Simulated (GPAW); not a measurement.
**NdN: parallel, opposed and spinless runs**

Wanted: the moments of NdN and the energy of each order that was tried.

Calculated with GPAW 26.7.0; LDA with U = 6 eV on Nd f; plane waves with GPAW's PAW setups, scalar-relativistic.

Report form: the programs' logs are mostly left out.

**1. The starting structure**

It takes space group Fm-3m (No. 225, cubic). Conventional cell: a = 5.132 Å, b = 5.132 Å, c = 5.132 Å, α = 90.00°, β = 90.00°, γ = 90.00°. Nearest to Nd lie 6 N at 2.57 Å. Nearest to N lie 6 Nd at 2.57 Å. Farther neighbours and most contacts between anions are not listed.

Coordinates:

```cif
data_structure
_symmetry_space_group_name_H-M 'Fm-3m'
_symmetry_Int_Tables_number 225
_cell_length_a 5.1320
_cell_length_b 5.1320
_cell_length_c 5.1320
_cell_angle_alpha 90.000
_cell_angle_beta 90.000
_cell_angle_gamma 90.000
_cell_volume 135.16
loop_
_atom_site_label
_atom_site_type_symbol
_atom_site_symmetry_multiplicity
_atom_site_Wyckoff_symbol
_atom_site_fract_x
_atom_site_fract_y
_atom_site_fract_z
_atom_site_occupancy
Nd1 Nd 4 b 0.50000 0.00000 0.00000 1
N1 N 4 a 0.00000 0.00000 0.00000 1
```

**2. Run 1 (ferro +)**

The parallel start comes first: it fits the smallest cell, keeps the most symmetry and shows whether parallel moments form. A Hubbard U of customary size acts on the open shell; it was not fitted to this crystal.

order1.py

```python
import json
import numpy as np
from ase import Atoms
from ase.parallel import paropen, parprint
from gpaw import GPAW

atoms = Atoms(['Nd', 'N'],
    cell=[[0.0, 2.566, 2.566],
         [2.566, 0.0, 2.566],
         [2.566, 2.566, 0.0]],
    scaled_positions=[[0.5, 0.5, 0.5],
         [0.0, 0.0, 0.0]],
    pbc=True,
    magmoms=[3.0, 0.0])
atoms.calc = GPAW(mode={'name': 'pw', 'ecut': 700},
    xc='LDA',
    kpts={'size': (8, 8, 8), 'gamma': True},
    occupations={'name': 'fermi-dirac', 'width': 0.05},
    convergence={'density': 1e-05, 'energy': 1e-05},
    maxiter=200,
    setups={'Nd': ':f,6.0'},
    symmetry={'tolerance': 1e-4},
    txt='order1.txt')
e = atoms.get_potential_energy(force_consistent=True)
res = {'free_energy': e, 'energy_sigma0': atoms.get_potential_energy(), 'fermi_energy': atoms.calc.get_fermi_level()}
res['moments'] = atoms.get_magnetic_moments().tolist()
res['total'] = atoms.get_magnetic_moment()
parprint('site moments (muB):', np.round(res['moments'], 3))
parprint(f"total moment: {res['total']:.3f} muB")
parprint(f'free energy: {e:.6f} eV')
atoms.calc.write('order1.gpw')
with paropen('results.json', 'w') as f:
    json.dump(res, f)
```

Run with:

```
> OMP_NUM_THREADS=1 python3 order1.py > order1.log
```

Wall time 37 s (1 MPI rank of Arm Neoverse V2, shared host); peak memory 0.21 GiB.

This step gave:

| Property | Result |
| --- | --- |
| magnetization | 3.000 μB |
| final state | ferromagnetic |
| largest moment | 2.953 μB |

After 14 cycles the largest moment stands at 2.95 μB.

**3. Run 2 (antiferro q=(0,0,1/2) +-)**

Reversing part of the moments tests the sign of the couplings between them.

This order needs a doubled cell of 4 atoms. Its mesh is chosen so that both cells sample the same points.

order2.py

```python
import json
import numpy as np
from ase import Atoms
from ase.parallel import paropen, parprint
from gpaw import GPAW

atoms = Atoms(['Nd', 'Nd', 'N', 'N'],
    cell=[[0.0, 2.566, 2.566],
         [2.566, 0.0, 2.566],
         [5.132, 5.132, 0.0]],
    scaled_positions=[[0.5, 0.5, 0.25],
         [0.5, 0.5, 0.75],
         [0.0, 0.0, 0.0],
         [0.0, 0.0, 0.5]],
    pbc=True,
    magmoms=[3.0, -3.0, 0.0, 0.0])
atoms.calc = GPAW(mode={'name': 'pw', 'ecut': 700},
    xc='LDA',
    kpts={'size': (8, 8, 4), 'gamma': True},
    occupations={'name': 'fermi-dirac', 'width': 0.05},
    convergence={'density': 1e-05, 'energy': 1e-05},
    maxiter=200,
    setups={'Nd': ':f,6.0'},
    symmetry={'tolerance': 1e-4},
    txt='order2.txt')
e = atoms.get_potential_energy(force_consistent=True)
res = {'free_energy': e, 'energy_sigma0': atoms.get_potential_energy(), 'fermi_energy': atoms.calc.get_fermi_level()}
res['moments'] = atoms.get_magnetic_moments().tolist()
res['total'] = atoms.get_magnetic_moment()
parprint('site moments (muB):', np.round(res['moments'], 3))
parprint(f"total moment: {res['total']:.3f} muB")
parprint(f'free energy: {e:.6f} eV')
atoms.calc.write('order2.gpw')
with paropen('results.json', 'w') as f:
    json.dump(res, f)
```

Run with:

```
> OMP_NUM_THREADS=1 python3 order2.py > order2.log
```

Run time: 8.4 min. Hardware: 1 MPI rank; peak memory 0.47 GiB.

The run was cut off at its time limit.

It was cut off while still iterating. More time helps where the residual falls; where it has stalled, the mixing must change.

**4. Start 3: antiferro q=(0,1/2,1/2) +-**

The cell is doubled to 4 atoms to hold this order. Its mesh is chosen so that both cells sample the same points.

order3.py is the script of step 3 with these lines changed:

```diff
@@ -8,8 +8,8 @@
     cell=[[0.0, 2.566, 2.566],
-         [2.566, 0.0, 2.566],
-         [5.132, 5.132, 0.0]],
-    scaled_positions=[[0.5, 0.5, 0.25],
-         [0.5, 0.5, 0.75],
+         [5.132, 0.0, 5.132],
+         [5.132, 2.566, 2.566]],
+    scaled_positions=[[0.5, 0.0, 0.5],
+         [0.5, 0.5, 0.5],
          [0.0, 0.0, 0.0],
-         [0.0, 0.0, 0.5]],
+         [0.0, 0.5, 0.0]],
     pbc=True,
@@ -18,3 +18,3 @@
     xc='LDA',
-    kpts={'size': (8, 8, 4), 'gamma': True},
+    kpts={'size': (8, 4, 8), 'gamma': True},
     occupations={'name': 'fermi-dirac', 'width': 0.05},
@@ -24,3 +24,3 @@
     symmetry={'tolerance': 1e-4},
-    txt='order2.txt')
+    txt='order3.txt')
 e = atoms.get_potential_energy(force_consistent=True)
@@ -32,3 +32,3 @@
 parprint(f'free energy: {e:.6f} eV')
-atoms.calc.write('order2.gpw')
+atoms.calc.write('order3.gpw')
 with paropen('results.json', 'w') as f:
```

Run with:

```
> OMP_NUM_THREADS=1 python3 order3.py > order3.log
```

Elapsed: 11 min, on 1 MPI rank; peak memory 0.68 GiB.

The program warns that the cell vectors are strongly skewed. A reduced cell would be the safer input.

The run was cut off at its time limit.

The skewed cell forces a large grid; a reduced cell would run far faster.

**5. Start 4: no spin polarisation**

A run without seeds gives the energy of the state without moments.

nospin.py

```python
import json
import numpy as np
from ase import Atoms
from ase.parallel import paropen, parprint
from gpaw import GPAW

atoms = Atoms(['Nd', 'N'],
    cell=[[0.0, 2.566, 2.566],
         [2.566, 0.0, 2.566],
         [2.566, 2.566, 0.0]],
    scaled_positions=[[0.5, 0.5, 0.5],
         [0.0, 0.0, 0.0]],
    pbc=True)
atoms.calc = GPAW(mode={'name': 'pw', 'ecut': 700},
    xc='LDA',
    kpts={'size': (8, 8, 8), 'gamma': True},
    occupations={'name': 'fermi-dirac', 'width': 0.05},
    convergence={'density': 1e-05, 'energy': 1e-05},
    maxiter=200,
    setups={'Nd': ':f,6.0'},
    symmetry={'tolerance': 1e-4},
    txt='nospin.txt')
e = atoms.get_potential_energy(force_consistent=True)
res = {'free_energy': e, 'energy_sigma0': atoms.get_potential_energy(), 'fermi_energy': atoms.calc.get_fermi_level()}
parprint(f'free energy: {e:.6f} eV')
atoms.calc.write('nospin.gpw')
with paropen('results.json', 'w') as f:
    json.dump(res, f)
```

Run with:

```
> OMP_NUM_THREADS=1 python3 nospin.py > nospin.log
```

Run time: 19 s. Hardware: 1 MPI rank; peak memory 0.18 GiB.

This step gave:

| Item | Value |
| --- | --- |
| final state | non-magnetic (no spin polarisation) |

It lies 5628 meV a seeded atom over the first start.

**6. The states side by side**

These are free energies at a smearing of 0.05 eV, so its entropy term is in the differences. They are divided by the number of seeded atoms, so that cells of unlike size compare. Wavevectors q in the names are fractions of the reciprocal vectors of the first run's cell.

Orders:

```
               start    final state  typed order kept  energy over the lowest (meV a seeded atom)  largest site moment (μB)  net moment (μB a primitive cell)  mesh matched  CPU time (s)
             ferro +  ferromagnetic               yes                                           0                     2.953                                 3           yes         36.57
no spin polarisation   non-magnetic                 -                                        5628                         0                                 0           yes         19.09
```

**7. Summary of results**

```
lower run                               : with moments
largest site moment                     : 2.95 μB
next state                              : non-magnetic, 5628 meV a seeded atom higher
run without spin seeds, over the lowest : 5628 meV a seeded atom
```

What this shows: No opposed order could be compared. The parallel start holds moments up to 2.95 μB. 2 starts gave no converged result and are missing from the ranking; a lower order may hide there. Under a U a spinless open shell is left with part-filled orbitals, which the U penalises, so its energy is no clean measure of what the moments gain. No antiferromagnetic order was obtained, so the session says nothing on how the moments order. Open f shells have many stationary orbital fillings, so the state need not be the lowest, and spin-only moments miss the orbital part.

[Logs and program files are shortened in this print: banners, set-up blocks, solver, clock and traceback lines can be left out without a mark of their own.]

[Logs are printed without paths, hosts, clocks, repeated set-up lines and the standing remarks that a program may print on its own settings, such as how far it seeks lower states.]

[Hosts, paths, dates, database ids (printed as entryN), source tags and the programs' standing remarks are cut or masked in the printed files.]

[Where a cell is said to come from a database of computed structures, the database is the Materials Project.]
